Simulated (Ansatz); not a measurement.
# SnSe2 (model cell, started as fluorite): a soft mode frozen in, part 2 of 2

Wanted: the energy along a soft mode of SnSe2 (model cell, started as fluorite) and the structure at the end.

Ansatz 0.2.0; DFT PBEsol, scalar-relativistic, plane waves, PAW.

So far, highest frequency on the path or at a solved wavevector (cm⁻¹): step 2 (the dispersion) 105. Also lowest frequency on the path (cm⁻¹): step 2 -160.

The structure was built from a prototype and need not be the compound's stable phase.

## Step 4: The mode frozen in, largest atomic shift 0.45 Å

The atoms are moved along the unstable eigenvector, the largest shift by 0.45 Å, with the cell fixed.

input.yaml reads:

```yaml
crystal:
  lattice:
    - [0.0, 0.0, -6.755646188]
    - [6.755646188, 0.0, 0.0]
    - [3.377823094, -6.755646188, -3.377823094]
  atoms:
    - { symbol: Sn, position: [0.75, 0.25, 0.5] }
    - { symbol: Sn, position: [0.25, 0.75, 0.5] }
    - { symbol: Sn, position: [0.5, 0.5, 0.0] }
    - { symbol: Sn, position: [0.0, 0.0, 0.0] }
    - { symbol: Se, position: [0.625, 0.6916109485, 0.25] }
    - { symbol: Se, position: [0.125, 0.0583890515, 0.25] }
    - { symbol: Se, position: [0.3083890515, 0.875, 0.75] }
    - { symbol: Se, position: [0.9416109485, 0.375, 0.75] }
    - { symbol: Se, position: [0.4416109485, 0.375, 0.75] }
    - { symbol: Se, position: [0.8083890515, 0.875, 0.75] }
    - { symbol: Se, position: [0.125, 0.5583890515, 0.25] }
    - { symbol: Se, position: [0.625, 0.1916109485, 0.25] }
kpoints:
  mp_grid: { grid: [6, 6, 6] }
hamiltonian:
  xc: pbesol
scf:
  occupations: { method: methfessel_paxton, width: 0.2 }
output:
  forces: true
  stress: true
  eigenvalues: true
```

Launch:

```bash
> ansatz run input.yaml --threads 4 --pin off --max-ram 7168MiB --backend cpu --events-out ev --progress --plain --runs-dir out
```

Numbers of over 12 decimals in the logs are rounded to 6 here.

The program printed:

```text
[...]
Crystal: 12 atoms, lattice volume = 308.319 Å³
Basis set: ecut = 420 eV, 6063 PW (Γ), exchange–correlation on 96×96×120 points (8 copies of the dense FFT grid, shifted against one another)
Bands: 111, of which v1, the nominal top of the filled ones, is band 92 counted from 1 (91 counted from 0)
Symmetry: 16 space group operations
[...]
k-points: 30 of 216
[...]
k-point 0: bands = [... 88 lower, 8.1643, 8.5782, 8.6590, 8.7087, 8.7087, 8.9417, 10.3052, 10.3052, ... 15 higher]
  k-point 1: bands = [... 88 lower, 7.9855, 8.3671, 8.5199, 8.6810, 8.6810, 9.0642, 10.0478, 10.3099, ... 15 higher]
  k-point 2: bands = [... 88 lower, 8.3235, 8.4896, 8.4896, 8.6171, 8.6171, 9.1264, 9.2629, 9.9409, ... 15 higher]
  k-point 29: bands = [... 88 lower, 7.1557, 7.1557, 8.0316, 8.0316, 9.2777, 9.2777, 9.6313, 9.6313, ... 15 higher]
[key lines of the parts left out:]
SCF converged after 6 iterations
Free energy (F): -67192.990345 eV
Fermi energy:    8.589759 eV
P = ⅓ Tr σ = 1.0991 GPa (10.991 kbar)
```

Run time: 14 s. Hardware: 4 threads of Arm Neoverse V1, shared host; peak memory 1.4 GiB; 54 s of CPU time.

Numbers from this step:

* pressure: 1.099 GPa
* energy from the undistorted cell: -95.89 meV/atom

The energy, extrapolated to zero smearing, is -95.89 meV/atom against the undistorted cell.

The run ends at a pressure of 1.10 GPa, with forces up to 0.0073 eV/Å.

## Step 5: Energy along the mode, all amplitudes (two of the runs are shown above)

An imaginary frequency means negative curvature, so the energy should fall and then rise again as anharmonic terms take over.

This step gave:

```yaml
depth_at_the_lowest_point_sampled: 95.89 meV/atom
largest_atomic_shift_at_that_point: 0.45 Å
```

Table of energy from the parent by largest atomic shift:

```tsv
largest atomic shift (Å)	energy from the parent (meV/atom)
0.000	0
0.040	-2
0.080	-7.99
0.140	-23.7
0.220	-50.6
0.320	-79.8
0.450	-95.9
0.600	-75.5
```

Displacement at unit largest shift by atom:

```tsv
atom	x (Å)	y (Å)	z (Å)	size
Sn1	0.00	0.00	0.00	0.00
Sn2	0.00	0.00	0.00	0.00
Sn3	0.00	0.00	0.00	0.00
Sn4	0.00	0.00	0.00	0.00
Se5	1.00	0.00	0.00	1.00
Se6	-1.00	0.00	0.00	1.00
Se7	0.00	0.00	1.00	1.00
Se8	0.00	0.00	-1.00	1.00
Se9	0.00	0.00	-1.00	1.00
Se10	0.00	0.00	1.00	1.00
Se11	-1.00	0.00	0.00	1.00
Se12	1.00	0.00	0.00	1.00
```

The lowest of the steps tried is at 0.45 Å, 95.9 meV/atom below the parent; the bottom of the well need not coincide with a step.

## Step 6: Relaxing from the distorted cell

Starting from the lowest point found, all atoms and the cell are let go, so that strain and other modes of the same symmetry can join in.

input.yaml, as its differences from that of step 4:

```diff
@@ -28 +28,6 @@
   eigenvalues: true
+relax:
+  adjacent_minimum: "off"
+  f_tol: 0.002
+  max_steps: 120
+  cell: { stress_tol: 0.03 }
```

The program printed:

```text
[...]
Crystal: 12 atoms, lattice volume = 308.319 Å³
Basis set: ecut = 420 eV, 6063 PW (Γ), exchange–correlation on 96×96×120 points (8 copies of the dense FFT grid, shifted against one another)
Bands: 111, of which v1, the nominal top of the filled ones, is band 92 counted from 1 (91 counted from 0)
Symmetry: 16 space group operations
[...]
k-points: 30 of 216
[...]
SCF iter   1: F=—  HF=-67193.000787 eV  |F-HF|=—  |Δ(HF+E_count)|=         —  Δρ=2.68e-3  dr2=2.10e-2  ethr=1.77e-3  ⟨swp⟩=7.2  Hψ=12833  notcnv=0
[...]
SCF iter   6: F=-67192.990345 eV  HF=-67192.990345 eV  |F-HF|=3.86e-8  |Δ(HF+E_count)|=   2.95e-7  S|Δr|=    0.00e0  Δρ=3.86e-6  dr2=5.74e-8  ethr=5.43e-11  ⟨swp⟩=10.4  Hψ=16393  notcnv=0
SCF 1 converged in 6 iterations: F = -67192.990345 eV  dr2 = 5.74e-8
[...]
relax step   1: F+E_penalty+E_count = -67192.99034538 eV  Δ(F+E_penalty+E_count) = +0.000e0 eV  max|allowed force component| = 7.328e-3 eV/Å  Δτ_max = 0.0000 Å  P = +1.099 GPa  Ω = 308.319 Å³  (6 SCF iters, dr2 threshold 1.00e-7 eV, accepted)
Crystal: 12 atoms, lattice volume = 322.700 Å³
Basis set: ecut = 420 eV, 6355 PW (Γ), exchange–correlation on 96×96×120 points (8 copies of the dense FFT grid, shifted against one another)
[...]
SCF iter   5: F=-67193.064333 eV  HF=-67193.064333 eV  |F-HF|=3.09e-7  |Δ(HF+E_count)|=   1.23e-5  S|Δr|=    0.00e0  Δρ=1.61e-5  dr2=7.18e-7  ethr=6.52e-10  ⟨swp⟩=5.5  Hψ=18233  notcnv=0
SCF 2 converged in 5 iterations: F = -67193.064333 eV  dr2 = 7.18e-7
[...]
relax step   2: F+E_penalty+E_count = -67193.06433293 eV  Δ(F+E_penalty+E_count) = -7.399e-2 eV  max|allowed force component| = 1.574e-2 eV/Å  Δτ_max = 0.0392 Å  P = -0.937 GPa  Ω = 322.700 Å³  energy of the carried Pulay correction = -2.948e-3 eV  (5 SCF iters, dr2 threshold 1.20e-6 eV, accepted)
Crystal: 12 atoms, lattice volume = 331.376 Å³
Basis set: ecut = 420 eV, 6481 PW (Γ), exchange–correlation on 96×96×120 points (8 copies of the dense FFT grid, shifted against one another)
[...]
SCF iter   5: F=-67193.225652 eV  HF=-67193.225652 eV  |F-HF|=3.71e-8  |Δ(HF+E_count)|=   1.08e-5  S|Δr|=    0.00e0  Δρ=1.33e-5  dr2=3.74e-7  ethr=6.52e-10  ⟨swp⟩=7.3  Hψ=21844  notcnv=0
SCF 3 converged in 5 iterations: F = -67193.225652 eV  dr2 = 3.74e-7
relax step   3: F+E_penalty+E_count = -67193.22565169 eV  Δ(F+E_penalty+E_count) = -1.613e-1 eV  max|allowed force component| = 1.276e-2 eV/Å  Δτ_max = 0.0074 Å  P = -1.573 GPa  Ω = 331.376 Å³  energy of the carried Pulay correction = -4.663e-3 eV  (5 SCF iters, dr2 threshold 1.20e-6 eV, accepted)
[... from here on, the SCF cycles and remarks between the steps are left out ...]
relax step   4: F+E_penalty+E_count = -67193.39923302 eV  Δ(F+E_penalty+E_count) = -1.736e-1 eV  max|allowed force component| = 8.824e-2 eV/Å  Δτ_max = 0.0006 Å  P = -1.375 GPa  Ω = 334.076 Å³  energy of the carried Pulay correction = -5.187e-3 eV  (5 SCF iters, dr2 threshold 1.20e-6 eV, accepted)
relax step   5: F+E_penalty+E_count = -67193.62968632 eV  Δ(F+E_penalty+E_count) = -2.305e-1 eV  max|allowed force component| = 1.874e-1 eV/Å  Δτ_max = 0.0018 Å  P = -1.351 GPa  Ω = 337.889 Å³  energy of the carried Pulay correction = -5.919e-3 eV  (5 SCF iters, dr2 threshold 1.20e-6 eV, accepted)
relax step   6: F+E_penalty+E_count = -67194.00493766 eV  Δ(F+E_penalty+E_count) = -3.753e-1 eV  max|allowed force component| = 3.547e-1 eV/Å  Δτ_max = 0.0507 Å  P = -0.026 GPa  Ω = 330.205 Å³  energy of the carried Pulay correction = -4.434e-3 eV  (6 SCF iters, dr2 threshold 1.20e-6 eV, accepted)
relax step   7: F+E_penalty+E_count = -67194.43459446 eV  Δ(F+E_penalty+E_count) = -4.297e-1 eV  max|allowed force component| = 1.578e-1 eV/Å  Δτ_max = 0.1625 Å  P = +0.444 GPa  Ω = 324.002 Å³  energy of the carried Pulay correction = -3.208e-3 eV  (6 SCF iters, dr2 threshold 1.20e-6 eV, accepted)
relax step   8: F+E_penalty+E_count = -67194.43252155 eV  Δ(F+E_penalty+E_count) = +2.073e-3 eV  max|allowed force component| = 6.132e-2 eV/Å  Δτ_max = 0.1977 Å  P = -0.494 GPa  Ω = 316.959 Å³  energy of the carried Pulay correction = -1.787e-3 eV  (6 SCF iters, dr2 threshold 1.20e-6 eV, rejected (line search))
relax step   9: F+E_penalty+E_count = -67194.55715255 eV  Δ(F+E_penalty+E_count) = -1.226e-1 eV  max|allowed force component| = 1.379e-2 eV/Å  Δτ_max = 0.0875 Å  P = -0.140 GPa  Ω = 321.864 Å³  energy of the carried Pulay correction = -2.780e-3 eV  (9 SCF iters, accepted)
relax step  10: F+E_penalty+E_count = -67194.57120184 eV  Δ(F+E_penalty+E_count) = -1.405e-2 eV  max|allowed force component| = 1.392e-2 eV/Å  Δτ_max = 0.0356 Å  P = -0.037 GPa  Ω = 318.838 Å³  energy of the carried Pulay correction = -2.169e-3 eV  (5 SCF iters, dr2 threshold 9.37e-7 eV, accepted)
relax step  11: F+E_penalty+E_count = -67194.56971054 eV  Δ(F+E_penalty+E_count) = +1.491e-3 eV  max|allowed force component| = 1.954e-2 eV/Å  Δτ_max = 0.0249 Å  P = -0.101 GPa  Ω = 319.964 Å³  energy of the carried Pulay correction = -2.397e-3 eV  (6 SCF iters, dr2 threshold 2.25e-8 eV, rejected (line search))
relax step  12: F+E_penalty+E_count = -67194.57189663 eV  Δ(F+E_penalty+E_count) = -6.948e-4 eV  max|allowed force component| = 2.180e-3 eV/Å  Δτ_max = 0.0116 Å  P = +0.086 GPa  Ω = 318.663 Å³  energy of the carried Pulay correction = -2.134e-3 eV  (7 SCF iters, accepted)
relax step  13: F+E_penalty+E_count = -67194.57193770 eV  Δ(F+E_penalty+E_count) = -4.108e-5 eV  max|allowed force component| = 2.239e-4 eV/Å  Δτ_max = 0.0005 Å  P = +0.001 GPa  Ω = 319.098 Å³  energy of the carried Pulay correction = -2.222e-3 eV  (4 SCF iters, dr2 threshold 3.36e-8 eV, accepted)
relax step  14: F+E_penalty+E_count = -67194.59129494 eV  Δ(F+E_penalty+E_count) = -1.936e-2 eV  max|allowed force component| = 1.238e-3 eV/Å  Δτ_max = 0.0000 Å  P = +0.095 GPa  Ω = 319.098 Å³  stress off target by 1.51e-1 GPa  SCF on the basis re-selected at this cell (its energy is not comparable with the rows above)  (7 SCF iters)
relax step  15: F+E_penalty+E_count = -67194.59176196 eV  Δ(F+E_penalty+E_count) = -4.670e-4 eV  max|allowed force component| = 8.339e-4 eV/Å  Δτ_max = 0.0052 Å  P = +0.014 GPa  Ω = 319.975 Å³  energy of the carried Pulay correction = -1.388e-4 eV  (5 SCF iters, dr2 threshold 5.69e-8 eV, accepted)
[...]
SCF iter   5: F=-67194.591901 eV  HF=-67194.591901 eV  |F-HF|=1.46e-11  |Δ(HF+E_count)|=  4.51e-10  S|Δr|=    0.00e0  Δρ=5.34e-8  dr2=8.62e-12  ethr=1.00e-12  ⟨swp⟩=3.9  Hψ=15819  notcnv=0
SCF 16 converged in 5 iterations: F = -67194.591901 eV  dr2 = 8.62e-12
relax step  16: F+E_penalty+E_count = -67194.59190085 eV  Δ(F+E_penalty+E_count) = -1.389e-4 eV  max|allowed force component| = 8.285e-4 eV/Å  Δτ_max = 0.0000 Å  P = +0.014 GPa  Ω = 319.975 Å³  stress off target by 1.84e-2 GPa  SCF on the basis re-selected at this cell (its energy is not comparable with the rows above)  (5 SCF iters)
[...]
SCF converged after 5 iterations
[...]
Free energy (F): -67194.591901 eV
[...]
Internal energy: -67194.586678 eV  (E = F + TS)
E sigma→0 (E₀):  -67194.590595 eV
Entropy (-TS):   -0.005223 eV (-0.435 meV/atom)
Fermi energy:    8.352457 eV
[...]
--- Forces (eV/Å), atoms counted from 1 ---
  atom   1  Sn     0.00000000     0.00000000     0.00000000
  atom   2  Sn     0.00000000     0.00000000     0.00000000
  atom   3  Sn     0.00000000    -0.00000000     0.00000000
  atom   4  Sn    -0.00000000    -0.00000000     0.00000000
  atom   5  Se    -0.00082847     0.00000000     0.00000000
  atom   6  Se     0.00082847     0.00000000     0.00000000
  atom   7  Se     0.00000000    -0.00000000    -0.00082847
  atom   8  Se     0.00000000     0.00000000     0.00082847
  atom   9  Se     0.00000000    -0.00000000     0.00082847
  atom  10  Se     0.00000000     0.00000000    -0.00082847
  atom  11  Se     0.00082847     0.00000000     0.00000000
  atom  12  Se    -0.00082847     0.00000000     0.00000000
  max |Σ_I F_I| component: 4.34e-18 eV/Å
--- Stress (GPa, compression-positive) ---
        0.011852       0.000000       0.000000
        0.000000       0.018397       0.000000
        0.000000       0.000000       0.011852
  P = ⅓ Tr σ = 0.0140 GPa (0.140 kbar)
--- Band table (eV; the first three rows and the last of 30) ---
  k-point 0: bands = [... 88 lower, 7.4465, 7.6439, 8.0541, 8.0541, 9.1485, 9.2579, 9.6285, 10.1227, ... 15 higher]
  k-point 1: bands = [... 88 lower, 7.8323, 8.0235, 8.7708, 8.7708, 8.7786, 8.8536, 9.3326, 9.7696, ... 15 higher]
  k-point 2: bands = [... 88 lower, 7.9592, 7.9775, 8.3039, 8.4841, 8.5497, 9.2268, 9.4291, 9.5272, ... 15 higher]
  k-point 29: bands = [... 88 lower, 7.7990, 7.7990, 8.2709, 8.2709, 8.9209, 8.9209, 10.6372, 10.6372, ... 15 higher]
--- Relaxed structure (14 steps of the walk, 12 accepted, 2 SCFs on fresh bases) ---
  F+E_penalty+E_count = -67194.59190085 eV   max|allowed force component| = 8.285e-4 eV/Å   (the final SCF, on the basis selected at the relaxed cell)
  cell:  # Å, volume = 319.9751 Å³
    - [0.0, 0.0, -7.710538]
    - [7.710538, 0.0, 0.0]
    - [3.855269, -5.382040, -3.855269]
  atoms:
    - { symbol: Sn, position: [0.75, 0.25, 0.5] }
    - { symbol: Sn, position: [0.25, 0.75, 0.5] }
    - { symbol: Sn, position: [0.5, 0.5, 0] }
    - { symbol: Sn, position: [8.104659152780054e-19, 0, 0] }
    - { symbol: Se, position: [0.625, 0.650771, 0.25] }
    - { symbol: Se, position: [0.125, 0.099229, 0.25] }
    - { symbol: Se, position: [0.349229, 0.875000, 0.750000] }
    - { symbol: Se, position: [0.900771, 0.375000, 0.750000] }
    - { symbol: Se, position: [0.400771, 0.375000, 0.750000] }
    - { symbol: Se, position: [0.849229, 0.875000, 0.750000] }
    - { symbol: Se, position: [0.125, 0.599229, 0.25] }
    - { symbol: Se, position: [0.625, 0.150771, 0.25] }
```

It took 5 min on 4 threads; peak memory 1.5 GiB; 20 min of CPU time.

Step by step:

```tsv
step	energy less that of the first step (eV)	largest force component (eV/Å)	pressure (GPa)	volume (Å³)
1	0.0000	0.0073	1.10	308.32
2	-0.0740	0.0157	-0.94	322.70
3	-0.2353	0.0128	-1.57	331.38
4	-0.4089	0.0882	-1.38	334.08
5	-0.6393	0.1874	-1.35	337.89
6	-1.0146	0.3547	-0.03	330.21
7	-1.4442	0.1578	0.44	324.00
8	-1.4422	0.0613	-0.49	316.96
9	-1.5668	0.0138	-0.14	321.86
10	-1.5809	0.0139	-0.04	318.84
11	-1.5794	0.0195	-0.10	319.96
12	-1.5816	0.0022	0.09	318.66
13	-1.5816	0.0002	0.00	319.10
14*	-1.6010	0.0012	0.10	319.10
15	-1.6014	0.0008	0.01	319.98
16*	-1.6016	0.0008	0.01	319.98
```

Relaxation steps marked * repeat the geometry before them on a plane-wave basis chosen anew for their cell, so energy and pressure can jump there. Relaxation steps 8, 11 were tried and not accepted.

Forces are held to the 16 operations that the run works with; a distortion that breaks them can't arise in this run.

```tsv
cell as run	before	after	change
a (Å)	6.756	7.711	+14.1 %
b (Å)	6.756	7.711	+14.1 %
c (Å)	8.274	7.661	-7.4 %
α (°)	65.91	59.79	-9.3 %
β (°)	65.91	59.79	-9.3 %
volume (Å³/atom)	25.69	26.66	+3.8 %
```

The atoms that moved most (Å, as changes of fractional coordinates times the final cell):

```tsv
atom	dx	dy	dz	length
Se10	0.000	0.000	-0.315	0.315
Se12	-0.315	0.000	0.000	0.315
Se7	0.000	0.000	-0.315	0.315
Se6	0.315	0.000	0.000	0.315
Se11	0.315	0.000	0.000	0.315
Se9	0.000	0.000	0.315	0.315
Se8	0.000	0.000	0.315	0.315
Se5	-0.315	0.000	0.000	0.315
```

The relaxed structure:

```cif
data_structure
_symmetry_space_group_name_H-M 'P 1'
_symmetry_Int_Tables_number 1
_cell_length_a 7.7105
_cell_length_b 7.7105
_cell_length_c 7.6611
_cell_angle_alpha 59.786
_cell_angle_beta 59.786
_cell_angle_gamma 90.000
_cell_volume 319.98
loop_
_atom_site_label
_atom_site_type_symbol
_atom_site_fract_x
_atom_site_fract_y
_atom_site_fract_z
_atom_site_occupancy
Sn1 Sn 0.75000 0.25000 0.50000 1
Sn2 Sn 0.25000 0.75000 0.50000 1
Sn3 Sn 0.50000 0.50000 0.00000 1
Sn4 Sn 0.00000 0.00000 0.00000 1
Se5 Se 0.62500 0.65077 0.25000 1
Se6 Se 0.12500 0.09923 0.25000 1
Se7 Se 0.34923 0.87500 0.75000 1
Se8 Se 0.90077 0.37500 0.75000 1
Se9 Se 0.40077 0.37500 0.75000 1
Se10 Se 0.84923 0.87500 0.75000 1
Se11 Se 0.12500 0.59923 0.25000 1
Se12 Se 0.62500 0.15077 0.25000 1
```

This step gave:

```yaml
pressure: 0.01403 GPa
volume_per_atom: 26.66 Å³
```

The distorted start has space group I4_1/acd; the relaxation ends in I4_1/acd.

## Step 7: The phases reached

The phases reached along the modes that were followed are set side by side.

Energies are those of the first relaxation, on the mesh of the frozen mode; space group, volume and gap are those of the last relaxation. Phases, by row:

```tsv
mode frozen in	space group	energy from parent (meV/atom)	volume (Å³/atom)	gap on mesh (eV)	lowest zone-centre optical mode (cm⁻¹)	largest shift (Å)
parent	Fm-3m	0	25.69	0	–	–
q = (0, -0.5, -0.5), 160i cm⁻¹	P4_2/nmc	-332.7	28.41	0	33.1	1.101
q = (0.25, -0.5, -0.25), 114i cm⁻¹	I4_1/acd	-229.3	26.66	0	–	0.199
```

## Step 8: Outcome

| Quantity | Value |
| --- | --- |
| unstable mode of the parent | q = (0.25, -0.5, -0.25), 114i cm⁻¹ |
| depth at the lowest point sampled | 95.9 meV/atom |
| largest atomic shift at that point | 0.45 Å |
| space group reached (within 0.01 Å) | I4_1/acd |
| energy gained over the parent (first relaxation, on the mesh of the frozen mode) | 229 meV/atom |
| volume per atom, phase reached | 26.7 Å³ |

In words: Along this mode the structure falls into I4_1/acd, 229 meV/atom below the parent. At the parent's cell the well is 95.89 meV/atom deep on the steps tried, with its lowest point at a shift of 0.45 Å. Relaxing atoms and cell changes the gain by +133.42 meV/atom against the lowest step (energies at zero smearing). The modes of the phase reached were not computed on this path. Of the 2 patterns followed to their end from this parent, this one ends 103 meV/atom above the lowest, P4_2/nmc. Each path keeps the symmetry of its pattern, so a lower phase may lie along a pattern not tried. With no gap, or one that is small against the smearing, the frequencies hang on the k mesh and the smearing, most of all near Kohn anomalies. Spin-orbit coupling is left out, which can matter for the heavy elements here. A phonon run warned that its eigensolver left some bands unconverged in a pass. The starting cell was built on a prototype and not taken from a measurement, so the phase need not exist.

[Logs are printed without paths, hosts, clocks, repeated set-up lines and the standing remarks that a program may print on its own settings, such as how far it seeks lower states.]

[Hosts, paths, dates, database ids (printed as entryN), source tags and the programs' standing remarks are cut or masked in the printed files.]
